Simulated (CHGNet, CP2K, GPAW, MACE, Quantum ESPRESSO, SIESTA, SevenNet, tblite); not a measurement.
## Random wurtzite alloy of AlN and GaN (72 atoms): runs against a plane-wave reference

The cell holds 72 atoms: 22 Ga, 36 N and 14 Al. Its edges and angles: a = 9.477 Å, b = 9.477 Å, c = 10.212 Å, α = 90.0°, β = 90.0°, γ = 120.0°. It derives from AlN (wurtzite), repeated 3×3×2. Wurtzite AlN, 3 x 3 x 2 conventional cells, 22 of 36 Al sites given to Ga at random (x = 0.611), lattice by Vegard's rule (a = 3.159 Å, c = 5.106 Å); not relaxed, displaced by a Gaussian of 0.02 Å. Then every atom was moved at random, 0.02 Å r.m.s. a Cartesian component.

Geometry: as built.

The reference, a calculation:

```
method                                           : Kohn-Sham DFT, PBE, SSSP efficiency 1.3.0 pseudopotentials, plane waves (Quantum ESPRESSO 7.5); sssp-pbe-1.3.0-efficiency, cutoffs 70/560 Ry, Γ point
r.m.s. force component                           : 0.7479 eV/Å
longest force                                    : 3.137 eV/Å
pressure                                         : 5.805 GPa
gap (highest filled to lowest empty level) : 2.672 eV
time                                             : 8 min on 2 MPI ranks of AMD EPYC 9R14 (Zen 4), shared host
CPU time                                         : 16 min
```

Q: Estimate the differences from the reference, the CPU time and the memory of each run.
- tblite GFN1-xTB (tblite 0.8.0; 1 thread)
- CP2K PBE, SZV-MOLOPT-SR, 800/50 Ry, TRS4 filter 1e-07, SCF 1e-07 (CP2K 2026.2; 2 threads)
- SevenNet 0 potential (SevenNet 0; 1 thread)
- CP2K PBE, SZV-MOLOPT-SR, 800/50 Ry, TRS4 filter 1e-04, SCF 1e-05 (CP2K 2026.2; 2 threads)
- CHGNet 0.3.0 potential (CHGNet 0.3.0; 1 thread)
- CP2K PBE, SZV-MOLOPT-SR, 800/50 Ry, OT CG (CP2K 2026.2; 2 threads)
- SIESTA PBE, DZP, shift 0.01 Ry, mesh 150 Ry (SIESTA 5.4.2; 2 MPI ranks)
- SIESTA PBE, DZP, shift 0.01 Ry, mesh 500 Ry (SIESTA 5.4.2; 2 MPI ranks)
- GPAW PBE, LCAO sz(dzp), h 0.18 Å (GPAW 26.7.0; 1 thread)
- GPAW PBE, LCAO dzp, h 0.18 Å (GPAW 26.7.0; 1 thread)

Differences are against the plane-wave reference, forces as r.m.s. over components; share is that over the reference's r.m.s. force, slope the least-squares factor from reference forces to these. Total energies of different programs have different zeros and aren't compared.

| run | Δ force, r.m.s. (meV/Å) | share (%) | slope | Δ pressure (GPa) | Δ gap (eV) | cores | CPU time | memory (GiB) |
| --- | --- | --- | --- | --- | --- | --- | --- | --- |
| reference | - | - | - | - | - | 2 | 16 min | 3.1 |
| tblite GFN1-xTB | 305 | 40.8 | 0.716 | 14.5 | - | 1 | 7.1 s | 0.12 |
| CP2K PBE, SZV-MOLOPT-SR, 800/50 Ry, TRS4 filter 1e-07, SCF 1e-07 (coarse) | 244 | 32.6 | 1.130 | 9.63 | - | 2 | 3.1 min | 1.9 |
| SevenNet 0 potential | 77.3 | 10.3 | 0.923 | -0.605 | - | 1 | 7.9 s | 0.92 |
| CP2K PBE, SZV-MOLOPT-SR, 800/50 Ry, TRS4 filter 1e-04, SCF 1e-05 (coarse) | 264 | 35.3 | 1.150 | 10.1 | - | 2 | 1.7 min | 1.9 |
| CHGNet 0.3.0 potential | 196 | 26.2 | 0.751 | -1.08 | - | 1 | 3.5 s | 0.88 |
| CP2K PBE, SZV-MOLOPT-SR, 800/50 Ry, OT CG (coarse) | 242 | 32.4 | 1.128 | 9.64 | 0.0647 | 2 | 17 min | 1.8 |
| SIESTA PBE, DZP, shift 0.01 Ry, mesh 150 Ry (coarse) | 53.7 | 7.18 | 1.052 | 2.91 | 0.055 | 2 | 2.1 min | 0.9 |
| SIESTA PBE, DZP, shift 0.01 Ry, mesh 500 Ry | 57.2 | 7.65 | 1.056 | 2.48 | 0.0539 | 2 | 11 min | 2.6 |
| GPAW PBE, LCAO sz(dzp), h 0.18 Å (coarse) | 340 | 45.5 | 1.417 | - | 0.0092 | 1 | 53 s | 0.95 |
| GPAW PBE, LCAO dzp, h 0.18 Å | 328 | 43.9 | 1.366 | - | -0.016 | 1 | 4.1 min | 1.3 |

Rows marked coarse were listed beforehand as settings not expected to be converged; some can still land near the reference.

Times of the machine-learned potentials are mostly Python's start and the loading of weights.

CPU time is summed over cores on a shared host, where runs went side by side, so it is rough. Symmetry, cutoffs, thresholds, outputs and thread counts weren't matched or tuned between programs; memory under MPI is the largest rank's times the ranks.

The PBE runs in local orbitals, coarse settings apart, differ by 7.6 % (SIESTA PBE, DZP, shift 0.01 Ry, mesh 500 Ry) to 44 % (GPAW PBE, LCAO dzp, h 0.18 Å); basis, grid and potentials can all enter. Tight binding differs by 41 % (tblite GFN1-xTB); it is another model, with fitted parameters of its own, and the xTB methods hold dispersion. Machine-learned potentials differ by 10 % (SevenNet 0 potential) to 26 % (CHGNet 0.3.0 potential); they were trained on other programs' data. Among those trained on PBE data the slope goes as low as 0.75, which softening far from their training structures can give, though the reference's k-sampling is untested too. Runs with settings chosen to be coarse differ by 7.2 % (SIESTA PBE, DZP, shift 0.01 Ry, mesh 150 Ry) to 46 % (GPAW PBE, LCAO sz(dzp), h 0.18 Å), their programs' other errors included. Periodic xTB results under one method name differ between programs and library versions. Machine-learned potentials mimic data converged in k, so the reference's own k-point error enters their differences. The electronic-structure runs sample only Γ, in a cell whose shortest periodic width is 8 Å.

[Logs are printed without paths, hosts, clocks, repeated set-up lines and the standing remarks that a program may print on its own settings, such as how far it seeks lower states.]

[Hosts, paths, dates, database ids (printed as entryN), source tags and the programs' standing remarks are cut or masked in the printed files.]
